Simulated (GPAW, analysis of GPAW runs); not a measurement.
## Zn vacancy with two H in ZnO: local vibrational mode, PBE (GPAW)

How near does this set-up come to the measured local vibrational mode? Subject: Zn vacancy with two H in ZnO. Set-up: PBE, plane waves 500 eV, 32-site cell, PBE lattice, k: the single point 1/4 1/4 1/4, SCF cut short. The model is a cell of 32 host atoms with 1 Zn taken out and 2 H put in. The frequencies come from force constants among the defect atom and its neighbours, with the masses of the isotopes named.

**The experiment.** Upper O-H stretch: 3349.6 cm⁻¹ at 9 K, by FTIR absorption (quoted in “Hydrogen-related defects in hydrothermally grown ZnO studied by Fourier Transform Infrared Spectroscopy”, 2010, Halvard Haug, quoting earlier work (2003)). Lower O-H stretch: 3312.2 cm⁻¹ at 9 K, by FTIR absorption (quoted in “Hydrogen-related defects in hydrothermally grown ZnO studied by Fourier Transform Infrared Spectroscopy”, 2010, Halvard Haug, quoting earlier work (2003)).

Program: GPAW 26.7.0. Level of theory: GPAW plane-wave PAW DFT, PBE; relaxation of all atoms of a defect supercell. Results are calculated unless marked as measured.

### Step 1. Starting point

The cell holds 33 atoms: 15 Zn, 16 O and 2 H. Its edges and angles: a = 6.533 Å, b = 6.533 Å, c = 10.541 Å, α = 90.0°, β = 90.0°, γ = 120.0°. It derives from ZnO (space group P6_3mc). Nearest the centre at fractional (0.333, 0.667, 0.500): H32 at 1.00 Å, H33 at 1.01 Å, O27 at 1.97 Å, O12 at 1.99 Å, O14 at 1.99 Å, O4 at 2.01 Å, Zn5 at 3.22 Å, Zn24 at 3.24 Å.

The host's primitive cell comes from a first run (GPAW plane-wave PAW DFT, PBE; relaxation of cell and atoms of a defect-free cell): vectors of 3.266, 3.266 and 5.271 Å. That is 12.18 Å³ an atom, 2.3 % over the diffraction cell's volume. The supercell is built on it.

### Step 2. Relaxation, charge 0

Every later number rests on the structure around the defect, so the atoms are relaxed at the host's lattice first.

run.py reads:

```python
import numpy as np
from ase.io import read, write
from ase.parallel import parprint, world
from gpaw import GPAW, PW
from ase.optimize import BFGS

atoms = read('POSCAR')
calc = GPAW(mode=PW(500),
            xc='PBE',
            kpts=[[0.25, 0.25, 0.25]],
            occupations={'name': 'fermi-dirac', 'width': 0.01},
            nbands=147,
            convergence={'density': 1e-05, 'forces': 0.001},
            maxiter=3,
            symmetry='off',
            txt='gpaw.txt')
atoms.calc = calc
opt = BFGS(atoms, trajectory='relax.traj', logfile='-')
done = opt.run(fmax=0.01, steps=80)
parprint('Converged:', done)
energy = atoms.get_potential_energy()
forces = atoms.get_forces()
parprint(f'Energy: {energy:.6f} eV, largest force {np.linalg.norm(forces, axis=1).max():.4f} eV/A')
calc.write('gs.gpw')
write('final.xyz', atoms)
for s in range(calc.get_number_of_spins()):
    parprint('Levels (eV), spin', s, calc.get_eigenvalues(kpt=0, spin=s)[-16:].round(3))
```

POSCAR reads:

```
Zn O  Zn O  Zn O  Zn O  Zn O  Zn O  Zn O  Zn O  H 
 1.0000000000000000
     6.5329230732243202    0.0000000000000000    0.0000000000000000
    -3.2664615366121601    5.6575942071271372   -0.0000000039885051
     0.0000000000000000   -0.0000000073719128   10.5410797372057701
 Zn  O   Zn  O   Zn  O   Zn  O   Zn  O   Zn  O   Zn  O   Zn  O   H  
   2   2   2   2   2   2   1   2   2   2   2   2   2   2   2   2   2
Direct
  0.1650335975414862  0.3334979697253898  0.2483773345264717
  0.3312221289644602  0.1679262632046238 -0.0005572668435813
  0.3350707326571682  0.1672079072102239  0.1878395700169220
  0.1640424679966129  0.3301666827325564  0.4389260200076943
  0.1676422851592143  0.3349670157067264  0.7482655569190058
  0.3307164494316958  0.1656693037796458  0.4986846029519837
  0.3321350643271241  0.1673213872229013  0.6878723003580836
  0.1665976741646124  0.3357958799829416  0.9383872302028348
  0.1641310687926517  0.8332770012210025  0.2488584183736047
  0.3339634030651543  0.6658149634180509  0.0016684253532614
  0.3344329148472204  0.6701270075779697  0.1893759360964750
  0.1636669355049991  0.8302456829650194  0.4397059629955642
  0.1682301326927109  0.8328433561911170  0.7514542329763657
  0.3366610059246208  0.6678920941272904  0.6888963506753017
  0.1636769407917908  0.8310396630647306  0.9403680774255706
  0.6667996096661382  0.3311521713868383  0.2512305657914702
  0.8305180451638543  0.1635834827580565 -0.0005497191836138
  0.8298902032451656  0.1646784416881351  0.1898672910538702
  0.6660882723818079  0.3359688388818817  0.4390238991654837
  0.6673837777788184  0.3307115281752298  0.7497640145936374
  0.8301983666259732  0.1655501822816690  0.5007792701857765
  0.8357726995648596  0.1661488799805538  0.6903310605444377
  0.6634352706291975  0.3319266004794217  0.9402419104952797
  0.6667894857327327  0.8304107655025926  0.2503564438714223
  0.8319303614045092  0.6684361825239948 -0.0008799424690811
  0.8326488243132167  0.6689944060588962  0.1903376506653824
  0.6645400425858949  0.8326174595208421  0.4409812256327315
  0.6657416055147887  0.8311508174695580  0.7514336159969602
  0.8331523537875845  0.6655075753753480  0.4981703690974238
  0.8299015790938493  0.6645512882336367  0.6891085283073664
  0.6634473962102142  0.8328653412343676  0.9391402367377331
  0.3368474649763245  0.6681140469153733  0.5943305100276647
  0.2480495168703199  0.4974906622520619  0.4685031092719088
```

On the command line:

```console
OMP_NUM_THREADS=1 mpirun -n 4 gpaw python run.py > stdout
```

The program printed:

```text
__  _  _
 | _ |_)|_||  |
 |__||  | ||/\| - 26.7.0

Input parameters:
  mode=PW(ecut=500.0),
  convergence={'density': 1e-05, 'forces': 0.001},
  kpts=KPoints(kpts=array([[0.25, 0.25, 0.25]])),
  maxiter=3,
  nbands=147,
  occupations=Occupations(name='fermi-dirac', width=0.01),
  symmetry=Symmetry(point_group=False, time_reversal=False),
  xc=XC(name='PBE')

Diagonalizing LCAO Hamiltonian
Converting LCAO to pw mode

          O       O

          ZnO     ZnO

            Zn      Zn
             H O       O
          O       O  Zn
            H
            O  Zn   O  Zn
          Zn      Zn
            Zn      Zn

             ZnO     ZnO

               Zn      Zn

Atoms  # Å, Bohr magnetons
|    | symbol |         x |        y |         z |    initial magnetic moments |
|----|--------|-----------|----------|-----------|-----------------------------|
|  0 |     Zn | -0.011206 | 1.886796 |  2.618165 | ( 0.0000,  0.0000,  0.0000) |
|  1 |     Zn |  1.615324 | 0.950059 | -0.005874 | ( 0.0000,  0.0000,  0.0000) |
|  2 |      O |  1.642813 | 0.945994 |  1.980032 | ( 0.0000,  0.0000,  0.0000) |
|  3 |      O | -0.006800 | 1.867949 |  4.626754 | ( 0.0000,  0.0000,  0.0000) |
|  4 |     Zn |  0.001037 | 1.895107 |  7.887527 | ( 0.0000,  0.0000,  0.0000) |
[...]
|  6 |      O |  1.623264 | 0.946637 |  7.250917 | ( 0.0000,  0.0000,  0.0000) |
[...]
| 27 |     Zn |  1.634317 | 4.702314 |  7.920922 | ( 0.0000,  0.0000,  0.0000) |
| 28 |     Zn |  3.269065 | 3.765172 |  5.251254 | ( 0.0000,  0.0000,  0.0000) |
| 29 |      O |  3.250952 | 3.759762 |  7.263948 | ( 0.0000,  0.0000,  0.0000) |
| 30 |      O |  1.613728 | 4.712014 |  9.899552 | ( 0.0000,  0.0000,  0.0000) |
| 31 |      H |  0.018230 | 3.779918 |  6.264885 | ( 0.0000,  0.0000,  0.0000) |
| 32 |      H | -0.004546 | 2.814600 |  4.938529 | ( 0.0000,  0.0000,  0.0000) |

Unit cell  # Å
| periodic |         x |         y |         z |   lengths |     angles |
|----------|-----------|-----------|-----------|-----------|------------|
|      yes |  6.532923 |  0.000000 |  0.000000 |  6.532923 |  90.000000 |
|      yes | -3.266462 |  5.657594 | -0.000000 |  6.532851 |  90.000000 |
|      yes |  0.000000 | -0.000000 | 10.541080 | 10.541080 | 120.000365 |

Number of symmetries: 1
Symmetry operations  # r_c * U_cc + t_c -> r_c
|   | kind |            matrix            |
|---|------|------------------------------|
| 0 |  E   |  1, 0, 0,  0, 1, 0,  0, 0, 1 |

BZ-sampling:
  Number of BZ points: 1
  Number of IBZ points: 1

K-points  # in reciprocal-cell coordinates
|   |                                coordinates |     weight |
|---|--------------------------------------------|------------|
| 0 | (  0.25000000,   0.25000000,   0.25000000) | 1.00000000 |

Plane wave coefficients: 9915
Cutoff: 500.0 eV

Spin-components: 1 (collinear spins)
Bands:           147
Projectors:      176
Spin-degeneracy: 2
Datatype:        complex128

Density:
  Valence electrons: 278.0
  Components: 1
  Grid points: [35 35 56]
  Charge: 0.0  # |e|

Potential:
  Grid points: [35 35 56]

species:
  Zn:
    name:    Zinc
    Z:       30.0
    valence: 12
    core:    18
    charge:  0.0  # [|e|]
    compensation charges:
      type: gauss
      rc: 0.37  # [Å]
      lmax: 2
    cutoffs:
      filter: 2.14  # [Å]
      core: 2.28  # [Å]
    projectors
    | kind |    occ | energy [eV] | rcut [Å] |
    |------|--------|-------------|----------|
    |   4s |  2.000 |      -5.977 |    1.286 |
    |   4p |  0.000 |      -1.117 |    1.270 |
    |   3d | 10.000 |     -10.142 |    1.180 |
    |    s |        |      21.234 |    1.286 |
    |    p |        |      26.095 |    1.270 |
    |    d |        |      17.070 |    1.180 |

    Using partial waves for Zn as LCAO basis

  O:
    name:    Oxygen
    Z:       8.0
    valence: 6
    core:    2
    charge:  0.0  # [|e|]
    compensation charges:
      type: gauss
      rc: 0.21  # [Å]
      lmax: 2
    cutoffs:
      filter: 1.17  # [Å]
      core: 0.83  # [Å]
    projectors
    | kind |    occ | energy [eV] | rcut [Å] |
    |------|--------|-------------|----------|
    |   2s |  2.000 |     -23.961 |    0.688 |
    |   2p |  4.000 |      -9.029 |    0.598 |
    |    s |        |       3.251 |    0.688 |
    |    p |        |      18.182 |    0.598 |
    |    d |        |       0.000 |    0.619 |

    Using partial waves for O as LCAO basis

  H:
    name:    Hydrogen
    Z:       1.0
    valence: 1
    core:    0
    charge:  0.0  # [|e|]
    compensation charges:
      type: gauss
      rc: 0.15  # [Å]
      lmax: 2
    cutoffs:
      filter: 0.85  # [Å]
      core: 0.53  # [Å]
    projectors
    | kind |    occ | energy [eV] | rcut [Å] |
    |------|--------|-------------|----------|
    |   1s |  1.000 |      -6.494 |    0.476 |
    |    s |        |      20.717 |    0.476 |
    |    p |        |       0.000 |    0.476 |

    Using partial waves for H as LCAO basis

Reference energy: -765598.516937  # eV

eigensolver:
  PPCG
  Converge bands: occupied
  niter=2

density mixing:
  MSR1-Mixer
  Pratt-step length: 0.05
  Maximum mixing coefficient: 0.75
  Old densities: 10
  SVD Regularization: 0.005
  Good broyden scale: 1.0
  Trust region scale: 1.0
  Backstep threshold: 4.0
  History deletion threshold: 6.0
  Fourier metric: weight=20.0, sigma=0.015

occupation numbers:
  Fermi-Dirac:
    width: 0.0100  # eV

poisson solver:
  ecut: 4000.0  # eV

xc functional:
  name: PBE with 2 nearest neighbor stencil

Initialization done in: 1.684 s

convergence criteria:
- Maximum integral of absolute [dens]ity change: 1e-05 electrons / valence electron
- Maximum change in the atomic [forces] across last 2 cycles: 0.001 eV/Ang OR
Maximum error relative to the maximum force is below inf
- Maximum [total energy] change in last 3 cyles: 0.0005 eV / valence electron
- Maximum integral of absolute [eigenst]ate change: 4e-08 eV^2 / valence electron
maximum number of iterations: 3

SCF iterations
|iter     | |      energy | eigst |  dens |force |
|---------|-|-------------|-------|-------|------|
|iter:   1| | -169.693366 | +1.05 |       |      |
|iter:   2| | -163.270415 | -0.15 | -0.97 |      |
|iter:   3| | -146.443909 | +0.99 | -1.02 |      |
```

Run time: 17 s. Hardware: 4 MPI ranks of Arm Neoverse V2, shared host; peak memory 0.99 GiB.

The run stopped without converging, so none of its numbers is a property of the system.

### Step 3. Outcome

The local vibrational mode was not obtained, because the step “relaxation, charge 0” did not converge; the cause lies in the set-up: too few SCF iterations.

[Logs are printed without paths, hosts, clocks, repeated set-up lines and the standing remarks that a program may print on its own settings, such as how far it seeks lower states.]

[Hosts, paths, dates, database ids (printed as entryN), source tags and the programs' standing remarks are cut or masked in the printed files.]

[For some hosts the program warned that the k-mesh of the response run may be too coarse for force constants and the static dielectric constant; such warnings are not shown here.]
